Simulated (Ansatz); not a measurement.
# P on Ta(110): change of the work function

Wanted: Δφ(θ) for P/Ta(110), starting from the hollow site.

Program: Ansatz 0.2.0. Level of theory: plane-wave DFT, PBE, Ansatz PAW. Results are calculated unless marked as measured.

Most raw output is cut from this account.

## (1) The starting structure

The cell holds 4 atoms: 4 Ta. Its edges and angles: a = 2.867 Å, b = 2.867 Å, c = 25.022 Å, α = 90.0°, β = 90.0°, γ = 70.5°. Vacuum lies along c.

## (2) The clean slab

The bare slab comes first, as the zero from which every change is counted. The two lowest layers are held at bulk places and the upper ones relax. The dipole correction removes the false field that a one-sided slab makes across the periodic vacuum, so each face gets a flat vacuum level of its own.

input.yaml

```yaml
crystal:
  lattice:
    - [2.3405234457, -1.655, 0.0]
    - [2.3405234457, 1.655, 0.0]
    - [0.0, 0.0, 25.0215703372]
  atoms:
    - { symbol: Ta, position: [0.0, 0.0, 0.3596896549] }
    - { symbol: Ta, position: [0.5, 0.5, 0.453229885] }
    - { symbol: Ta, position: [0.0, 0.0, 0.546770115] }
    - { symbol: Ta, position: [0.5, 0.5, 0.6403103451] }
kpoints:
  mp_grid: { grid: [12, 12, 1] }
hamiltonian:
  xc: pbe
scf:
  occupations: { method: fermi_dirac, width: 0.1 }
  convergence: { dr2_threshold: 1.0e-08 }
efield:
  axis: 3
  dipole_correction: true
  ramp_position: 0.97
  ramp_width: 0.06
relax:
  f_tol: 0.02
  max_steps: 60
  constraints: [{ sites: [0, 1] }]
output:
  write_potential: true
  write_density: true
  volumetric_format: npy
```

Started as:

```sh
$ ansatz run input.yaml --threads 4 --pin off --max-ram 16384MiB --backend cpu --events-out ev --progress --plain --runs-dir out
```

Run time: 19 s. Hardware: 4 threads of Arm Neoverse V1, shared host; peak memory 0.57 GiB.

The steps of the relaxation:

| step | energy less that of the first step (eV) | largest force component (eV/Å) |
| --- | --- | --- |
| 1 | 0.0000 | 0.4148 |
| 2 | 0.0216 | 0.7793 |
| 3 | -0.0194 | 0.0178 |

Relaxation step 2 was tried and not accepted.

Forces are held to the 4 operations that the run works with; a distortion that breaks them can't arise in this run.

The atoms that moved most (Å):

| atom | dx | dy | dz | length |
| --- | --- | --- | --- | --- |
| Ta4 | 0.000 | 0.000 | -0.089 | 0.089 |

The relaxed structure:

```xyz
4
Lattice="2.3405 -1.6550 0.0000 2.3405 1.6550 0.0000 0.0000 0.0000 25.0216" Properties=species:S:1:pos:R:3
Ta    0.0000    0.0000    9.0000
Ta    2.3405    0.0000   11.3405
Ta    0.0000    0.0000   13.6834
Ta    2.3405    0.0000   15.9328
```

Numbers from this step:

| Property | Result |
| --- | --- |
| energy at zero smearing | -39726.6887 eV |
| work function, upper face | 4.767 eV |
| work function, lower face | 4.818 eV |
| dipole along the normal | 0.002172 e·Å |
| step between the vacuum levels | -0.05074 eV |

Running mean over 2.341 Å of the planar mean; the ramp of the sawtooth is left out. Electron's electrostatic potential energy less the Fermi level against z:

| z (Å) | electron's electrostatic potential energy less the Fermi level (eV) |
| --- | --- |
| 3.5 | 4.82 |
| 4.0 | 4.82 |
| 4.5 | 4.81 |
| 5.0 | 4.80 |
| 5.5 | 4.76 |
| 6.0 | 4.62 |
| 6.5 | 4.21 |
| 7.0 | 2.96 |
| 7.5 | -0.234 |
| 8.0 | -5.19 |
| 8.5 | -8.90 |
| 9.0 | -10.1 |
| 9.5 | -10.1 |
| 10.0 | -10.0 |
| 10.5 | -10.00 |
| 11.0 | -9.98 |
| 11.5 | -9.97 |
| 12.0 | -9.96 |
| 12.5 | -9.95 |
| 13.0 | -9.96 |
| 13.5 | -10.0 |
| 14.0 | -10.3 |
| 14.5 | -10.7 |
| 15.0 | -10.9 |
| 15.5 | -10.5 |
| 16.0 | -10.1 |
| 16.5 | -8.57 |
| 17.0 | -4.55 |
| 17.5 | 0.305 |
| 18.0 | 3.18 |
| 18.5 | 4.25 |
| 19.0 | 4.60 |
| 19.5 | 4.72 |
| 20.0 | 4.75 |
| 20.5 | 4.76 |
| 21.0 | 4.77 |
| 21.5 | 4.77 |

The relaxation took 3 steps and lowered the energy by 0.019 eV; the largest force on the free atoms ends at 0.018 eV/Å.

The work function of the upper face is 4.77 eV.

## (3) Adsorbate added, k-mesh 4×4×1, coverage 0.111 ML

System of this step: Ta36P (P/Ta(110)). The cell holds 37 atoms: 36 Ta and 1 P. Its edges and angles: a = 8.600 Å, b = 8.600 Å, c = 27.301 Å, α = 90.0°, β = 90.0°, γ = 70.5°. Vacuum lies along c.

The clean slab as it ended is repeated in the plane and the adsorbate is set on one face; the cell's size fixes the coverage, and the k-mesh shrinks with it to keep the sampling density about even. Adsorbate and upper layers relax, since the dipole depends on the height.

input.yaml

```yaml
crystal:
  lattice:
    - [7.0215703371, -4.965, 0.0]
    - [7.0215703371, 4.965, 0.0]
    - [0.0, 0.0, 27.3007348452]
  atoms:
    - { symbol: Ta, position: [0.0, 0.0, 0.329661456] }
    - { symbol: Ta, position: [0.1666666667, 0.1666666667, 0.415392608] }
    - { symbol: Ta, position: [0.0, 0.0, 0.5012116042] }
    - { symbol: Ta, position: [0.1666666667, 0.1666666667, 0.5836032313] }
    - { symbol: Ta, position: [0.0, 0.3333333333, 0.329661456] }
    - { symbol: Ta, position: [0.1666666667, 0.5, 0.415392608] }
    - { symbol: Ta, position: [0.0, 0.3333333333, 0.5012116042] }
    - { symbol: Ta, position: [0.1666666667, 0.5, 0.5836032313] }
[... 25 atom lines left out ...]
    - { symbol: Ta, position: [0.8333333333, 0.8333333333, 0.415392608] }
    - { symbol: Ta, position: [0.6666666667, 0.6666666667, 0.5012116042] }
    - { symbol: Ta, position: [0.8333333333, 0.8333333333, 0.5836032313] }
    - { symbol: P, position: [0.28, 0.28, 0.670338544] }
kpoints:
  mp_grid: { grid: [4, 4, 1] }
hamiltonian:
  xc: pbe
scf:
  occupations: { method: fermi_dirac, width: 0.1 }
  convergence: { dr2_threshold: 1.0e-08 }
efield:
  axis: 3
  dipole_correction: true
  ramp_position: 0.97
  ramp_width: 0.06
relax:
  f_tol: 0.02
  max_steps: 60
  constraints:
    - { sites: [0, 1, 4, 5, 8, 9, 12, 13, 16, 17, 20, 21, 24, 25, 28, 29, 32, 33] }
output:
  write_potential: true
  write_density: true
  volumetric_format: npy
```

Elapsed: 24 min, on 4 threads; peak memory 9.7 GiB.

Step by step:

| step | energy less that of the first step (eV) | largest force component (eV/Å) |
| --- | --- | --- |
| 1 | 0.0000 | 3.5420 |
| 2 | -0.8910 | 2.6250 |
| 3 | -1.3287 | 0.8848 |
| 4 | -1.5255 | 0.6200 |
| 5 | -1.6666 | 0.4324 |
| 6 | -1.7555 | 0.1984 |
| 7 | -1.7795 | 0.0595 |
| 8 | -1.7812 | 0.0284 |
| 9 | -1.7814 | 0.0063 |

The run keeps the 2 symmetry operations that it works with, so distortions that break them were not tested.

The atoms that moved most (Å):

| atom | dx | dy | dz | length |
| --- | --- | --- | --- | --- |
| P37 | 0.747 | 0.000 | -0.723 | 1.040 |
| Ta8 | -0.001 | 0.144 | 0.017 | 0.145 |
| Ta16 | -0.001 | -0.144 | 0.017 | 0.145 |
| Ta20 | -0.047 | 0.000 | 0.096 | 0.107 |
| Ta4 | 0.045 | 0.000 | 0.095 | 0.105 |
| Ta27 | 0.000 | -0.028 | -0.041 | 0.049 |
| Ta11 | 0.000 | 0.028 | -0.041 | 0.049 |
| Ta24 | -0.031 | -0.027 | 0.008 | 0.042 |

Final coordinates:

```
Ta P
1.0
     7.02157   -4.96500    0.00000
     7.02157    4.96500    0.00000
     0.00000    0.00000   27.30073
Ta P
36 1
Direct
  0.00000 0.00000 0.32966
  0.16667 0.16667 0.41539
  0.00109 0.00109 0.50117
  0.16987 0.16987 0.58710
  0.00000 0.33333 0.32966
  0.16667 0.50000 0.41539
  0.00012 0.33297 0.50179
  0.15209 0.51448 0.58424
  0.00000 0.66667 0.32966
  0.16667 0.83333 0.41539
  0.99715 0.66951 0.49972
  0.16620 0.83816 0.58388
  0.33333 0.00000 0.32966
  0.50000 0.16667 0.41539
  0.33297 0.00012 0.50179
  0.51448 0.15209 0.58424
  0.33333 0.33333 0.32966
  0.50000 0.50000 0.41539
  0.33336 0.33336 0.50150
  0.49669 0.49669 0.58711
  0.33333 0.66667 0.32966
  0.50000 0.83333 0.41539
  0.33367 0.66650 0.50177
  0.50055 0.82835 0.58388
  0.66667 0.00000 0.32966
  0.83333 0.16667 0.41539
  0.66951 0.99715 0.49972
  0.83816 0.16620 0.58388
  0.66667 0.33333 0.32966
  0.83333 0.50000 0.41539
  0.66650 0.33367 0.50177
  0.82835 0.50055 0.58388
  0.66667 0.66667 0.32966
  0.83333 0.83333 0.41539
  0.66554 0.66554 0.50116
  0.83337 0.83337 0.58366
  0.33319 0.33319 0.64385
```

Numbers from this step:

```
energy at zero smearing        : -358298.1335 eV
work function, upper face      : 4.853 eV
work function, lower face      : 4.792 eV
dipole along the normal        : -0.02334 e·Å
step between the vacuum levels : 0.06057 eV
```

Running mean over 2.341 Å of the planar mean; the ramp of the sawtooth is left out. The electron's electrostatic potential energy less the Fermi level by z:

| z (Å) | electron's electrostatic potential energy less the Fermi level (eV) |
| --- | --- |
| 3.5 | 4.79 |
| 4.0 | 4.79 |
| 4.5 | 4.79 |
| 5.0 | 4.77 |
| 5.5 | 4.73 |
| 6.0 | 4.60 |
| 6.5 | 4.19 |
| 7.0 | 2.95 |
| 7.5 | -0.260 |
| 8.0 | -5.20 |
| 8.5 | -8.90 |
| 9.0 | -10.1 |
| 9.5 | -10.1 |
| 10.0 | -10.0 |
| 10.5 | -10.0 |
| 11.0 | -9.98 |
| 11.5 | -9.98 |
| 12.0 | -9.97 |
| 12.5 | -9.96 |
| 13.0 | -9.96 |
| 13.5 | -9.99 |
| 14.0 | -10.2 |
| 14.5 | -10.5 |
| 15.0 | -10.6 |
| 15.5 | -10.4 |
| 16.0 | -10.3 |
| 16.5 | -9.24 |
| 17.0 | -5.67 |
| 17.5 | -0.883 |
| 18.0 | 2.14 |
| 18.5 | 3.52 |
| 19.0 | 4.31 |
| 19.5 | 4.70 |
| 20.0 | 4.81 |
| 20.5 | 4.84 |
| 21.0 | 4.85 |
| 21.5 | 4.85 |
| 22.0 | 4.85 |
| 22.5 | 4.85 |
| 23.0 | 4.85 |
| 23.5 | 4.85 |
| 24.0 | 4.85 |

The relaxation took 9 steps and lowered the energy by 1.8 eV; the largest force on the free atoms ends at 0.0063 eV/Å.

The covered face has 4.85 eV, +0.09 eV against the clean one; the bare back face has moved by -0.03 eV, a measure of how thin the slab is.

## (4) Adsorbate added, k-mesh 6×6×1, coverage 0.25 ML

System of this step: Ta16P (P/Ta(110)). The cell holds 17 atoms: 16 Ta and 1 P. Cell: a = 5.733 Å, b = 5.733 Å, c = 27.301 Å, α = 90.0°, β = 90.0°, γ = 70.5°. Vacuum lies along c.

Another coverage, to see how the dipoles act on each other as their distance changes.

input.yaml

```yaml
crystal:
  lattice:
    - [4.6810468914, -3.31, 0.0]
    - [4.6810468914, 3.31, 0.0]
    - [0.0, 0.0, 27.3007348452]
  atoms:
    - { symbol: Ta, position: [0.0, 0.0, 0.329661456] }
    - { symbol: Ta, position: [0.25, 0.25, 0.415392608] }
    - { symbol: Ta, position: [0.0, 0.0, 0.5012116042] }
    - { symbol: Ta, position: [0.25, 0.25, 0.5836032313] }
    - { symbol: Ta, position: [0.0, 0.5, 0.329661456] }
    - { symbol: Ta, position: [0.25, 0.75, 0.415392608] }
    - { symbol: Ta, position: [0.0, 0.5, 0.5012116042] }
    - { symbol: Ta, position: [0.25, 0.75, 0.5836032313] }
    - { symbol: Ta, position: [0.5, 0.0, 0.329661456] }
    - { symbol: Ta, position: [0.75, 0.25, 0.415392608] }
    - { symbol: Ta, position: [0.5, 0.0, 0.5012116042] }
    - { symbol: Ta, position: [0.75, 0.25, 0.5836032313] }
    - { symbol: Ta, position: [0.5, 0.5, 0.329661456] }
    - { symbol: Ta, position: [0.75, 0.75, 0.415392608] }
    - { symbol: Ta, position: [0.5, 0.5, 0.5012116042] }
    - { symbol: Ta, position: [0.75, 0.75, 0.5836032313] }
    - { symbol: P, position: [0.42, 0.42, 0.670338544] }
kpoints:
  mp_grid: { grid: [6, 6, 1] }
hamiltonian:
  xc: pbe
scf:
  occupations: { method: fermi_dirac, width: 0.1 }
  convergence: { dr2_threshold: 1.0e-08 }
efield:
  axis: 3
  dipole_correction: true
  ramp_position: 0.97
  ramp_width: 0.06
relax:
  f_tol: 0.02
  max_steps: 60
  constraints: [{ sites: [0, 1, 4, 5, 8, 9, 12, 13] }]
output:
  dos: { projected: true, e_range: [-8, 4] }
  write_potential: true
  write_density: true
  volumetric_format: npy
  elf: true
```

Wall time 7.9 min (4 threads); peak memory 3 GiB.

Relaxation path:

| step | energy less that of the first step (eV) | largest force component (eV/Å) |
| --- | --- | --- |
| 1 | 0.0000 | 3.5703 |
| 2 | -0.8831 | 2.6597 |
| 3 | -1.3444 | 0.9200 |
| 4 | -1.5479 | 0.6106 |
| 5 | -1.6717 | 0.3672 |
| 6 | -1.7251 | 0.1379 |
| 7 | -1.7418 | 0.0814 |
| 8 | -1.7410 | 0.1522 |
| 9 | -1.7433 | 0.0157 |
| 10 | -1.7438 | 0.0100 |

Relaxation step 8 was tried and not accepted.

Forces are held to the 2 operations that the run works with; a distortion that breaks them can't arise in this run.

The atoms that moved most (Å):

| atom | dx | dy | dz | length |
| --- | --- | --- | --- | --- |
| P17 | 0.745 | 0.000 | -0.665 | 0.999 |
| Ta16 | -0.113 | 0.000 | 0.087 | 0.142 |
| Ta4 | 0.110 | 0.000 | 0.088 | 0.141 |
| Ta12 | 0.001 | -0.128 | 0.037 | 0.133 |
| Ta8 | 0.001 | 0.128 | 0.037 | 0.133 |
| Ta3 | 0.002 | 0.000 | -0.046 | 0.046 |
| Ta7 | 0.001 | 0.001 | 0.009 | 0.009 |
| Ta11 | 0.001 | -0.001 | 0.009 | 0.009 |

Final coordinates:

```xyz
17
Lattice="4.6810 -3.3100 0.0000 4.6810 3.3100 0.0000 0.0000 0.0000 27.3007" Properties=species:S:1:pos:R:3
Ta    0.0000    0.0000    9.0000
Ta    2.3405    0.0000   11.3405
Ta    0.0023    0.0000   13.6370
Ta    2.4503    0.0000   16.0206
Ta    2.3405    1.6550    9.0000
Ta    4.6810    1.6550   11.3405
Ta    2.3415    1.6560   13.6928
Ta    4.6822    1.7830   15.9699
Ta    2.3405   -1.6550    9.0000
Ta    4.6810   -1.6550   11.3405
Ta    2.3415   -1.6560   13.6928
Ta    4.6822   -1.7830   15.9699
Ta    4.6810    0.0000    9.0000
Ta    7.0216    0.0000   11.3405
Ta    4.6811    0.0000   13.6859
Ta    6.9090    0.0000   16.0197
P     4.6773    0.0000   17.6360
```

Numbers from this step:

| Property | Result |
| --- | --- |
| energy at zero smearing | -159664.6319 eV |
| work function, upper face | 5.142 eV |
| work function, lower face | 4.786 eV |
| dipole along the normal | -0.06088 e·Å |
| step between the vacuum levels | 0.3555 eV |

The density of states has structure finer than the step of the table below, so its rows give means over 0.5 eV, whole bins alone (the curve runs from -8 to 1.98 eV). Peaks (eV: height): -1.47: 44.9, -1.38: 43.1, -1.29: 33.1, -1.17: 30.3, -0.99: 41.0, -0.66: 31.9, -0.33: 31.9.

Table of density of states by energy, zero at the Fermi level; means over each step:

| energy (eV) | density of states (states/eV a cell) |
| --- | --- |
| -7.5 | 0.0859 |
| -7.0 | 0.937 |
| -6.5 | 1.01 |
| -6.0 | 1.95 |
| -5.5 | 2.53 |
| -5.0 | 3.00 |
| -4.5 | 5.48 |
| -4.0 | 10.7 |
| -3.5 | 12.4 |
| -3.0 | 17.4 |
| -2.5 | 11.8 |
| -2.0 | 11.4 |
| -1.5 | 24.0 |
| -1.0 | 24.8 |
| -0.5 | 26.3 |
| 0.0 | 23.6 |
| 0.5 | 12.1 |
| 1.0 | 10.6 |
| 1.5 | 10.2 |

Projected DOS per atom over height of the atomic layer and energy from the Fermi level. Layers: Ta4 Ta4 Ta4 Ta4 P from below.

Ten even steps from '_' (0.00 states/eV) to '@' (2.10 states/eV), each cell a mean:
```
==::..--__
--::::--..
--....::..
==::----..
##++++%%::
@@++****--
%%****##::
##%%##**--
::::----**
::::::----
======--==
--====--++
::------==
..::::::::
..........
__________
__________
__________
__________
__________
__________
__________
```
Columns: height of the atomic layer (Å) from 9 to 17.6 (not evenly spaced); rows upwards: energy from the Fermi level (eV) from -7.96 to 1.95.

ELF in the ca plane at fractional y = 0.500, with atoms of Ta and P within 0.2 Å of it. It is the smooth field of the valence electrons, not physical close to the nuclei.

Values, 8 rows by 16 columns, each cell a mean:
```
0.57 0.38 0.39 0.39 0.48 0.51 0.36 0.36 0.34 0.10 0.01 0.00 0.00 0.00 0.00 0.00
0.33 0.43 0.31 0.45 0.32 0.31 0.43 0.31 0.43 0.38 0.17 0.03 0.00 0.00 0.00 0.00
0.39 0.39 0.32 0.43 0.33 0.33 0.41 0.34 0.71 0.79 0.58 0.14 0.01 0.00 0.00 0.00
0.51 0.39 0.41 0.38 0.50 0.52 0.32 0.45 0.44 0.60 0.79 0.25 0.02 0.00 0.00 0.00
0.57 0.38 0.39 0.39 0.49 0.51 0.33 0.42 0.56 0.69 0.77 0.23 0.02 0.00 0.00 0.00
0.33 0.43 0.31 0.45 0.32 0.30 0.44 0.33 0.65 0.72 0.47 0.10 0.01 0.00 0.00 0.00
0.39 0.40 0.33 0.43 0.33 0.33 0.41 0.31 0.37 0.26 0.10 0.01 0.00 0.00 0.00 0.00
0.50 0.40 0.42 0.38 0.50 0.51 0.37 0.39 0.35 0.09 0.01 0.00 0.00 0.00 0.00 0.00
```
Columns run along c (16.0 Å, from fractional 0.32 to 0.91 of the cell), rows up along a (5.7 Å). Atoms in or near the plane, at fractional coordinates: Ta at (0.33, 0.00), Ta at (0.50, 0.00), Ta at (0.33, 0.50), Ta at (0.50, 0.50), P at (0.65, 0.50).

Electrostatic potential energy in the ca plane at fractional y = 0.500, with atoms of Ta and P within 0.2 Å of it. With pseudopotentials it is smooth inside the atoms' cores, unlike the true potential.

Ten even steps from '0' (-62 eV) to '9' (9 eV), each cell a mean:
```
00368999998620037899999999999999999999999999
34689999999754468999899999999999999999999999
77899988999987789998889999999999999999999999
88999988999998899998889999999999999999999999
77899988999987789999899888999999999999999999
34689999999753468999998645799999999999999999
00368999998620037999997201489999999999999999
00268999998510026899996100489999999999999999
12479999998631247999997422689999999999999999
56789998999876678999998877899999999999999999
88899988999988889998889999999999999999999999
88899988999988889998889999999999999999999999
56789998999876678998899999999999999999999999
11479999998631147999999999999999999999999999
00268999998510026899999999999999999999999999
```
Columns run along c (16.0 Å, from fractional 0.32 to 0.91 of the cell; values clipped at the 3rd and 97th percentile), rows up along a (5.7 Å). Atoms in or near the plane, at fractional coordinates: Ta at (0.33, 0.00), Ta at (0.50, 0.00), Ta at (0.33, 0.50), Ta at (0.50, 0.50), P at (0.65, 0.50).

Valence density in the ca plane at fractional y = 0.500, with atoms of Ta and P within 0.2 Å of it. It is the smooth field of the valence electrons, not physical close to the nuclei.

Values in e/Å³, 8 rows by 16 columns, each cell a mean:
```
3.2 0.5 0.2 0.3 2.2 2.4 0.3 0.2 0.1 0.0 0.0 0.0 0.0 0.0 0.0 0.0
0.5 0.3 0.3 0.3 0.4 0.4 0.3 0.3 0.2 0.1 0.0 0.0 0.0 0.0 0.0 0.0
0.9 0.3 0.3 0.3 0.6 0.7 0.2 0.3 0.4 0.3 0.0 0.0 0.0 0.0 0.0 0.0
3.8 0.6 0.2 0.3 2.7 2.9 0.3 0.3 0.5 0.5 0.1 0.0 0.0 0.0 0.0 0.0
3.2 0.5 0.2 0.3 2.2 2.4 0.3 0.3 0.6 0.5 0.1 0.0 0.0 0.0 0.0 0.0
0.5 0.3 0.3 0.3 0.4 0.4 0.3 0.3 0.3 0.2 0.0 0.0 0.0 0.0 0.0 0.0
0.9 0.3 0.3 0.3 0.6 0.7 0.3 0.3 0.1 0.0 0.0 0.0 0.0 0.0 0.0 0.0
3.7 0.6 0.2 0.3 2.7 2.9 0.3 0.2 0.1 0.0 0.0 0.0 0.0 0.0 0.0 0.0
```
Columns run along c (16.0 Å, from fractional 0.32 to 0.91 of the cell), rows up along a (5.7 Å). Atoms in or near the plane, at fractional coordinates: Ta at (0.33, 0.00), Ta at (0.50, 0.00), Ta at (0.33, 0.50), Ta at (0.50, 0.50), P at (0.65, 0.50).

The relaxation took 10 steps and lowered the energy by 1.7 eV; the largest force on the free atoms ends at 0.010 eV/Å.

By hand: a sheet of dipoles makes a step −p/(ε₀A) in the electron's potential. With e/ε₀ = 180.95 V·Å, p = -0.06088 e·Å and A = 30.99 Å², that is −180.95 × (-0.06088) / 30.99 = +0.355 eV, and the two vacuum levels of the run differ by +0.355 eV.

The covered face has 5.14 eV, +0.37 eV against the clean one; the bare back face has moved by -0.03 eV, a measure of how thin the slab is.

[end of part 1 of 2]

[Logs are printed without paths, hosts, clocks, repeated set-up lines and the standing remarks that a program may print on its own settings, such as how far it seeks lower states.]

[Hosts, paths, dates, database ids (printed as entryN), source tags and the programs' standing remarks are cut or masked in the printed files.]

[Maps of the electrostatic potential energy from Ansatz leave out the sawtooth potential of an applied field or a dipole correction, so their vacuum need not be flat; planar profiles and work functions include it.]
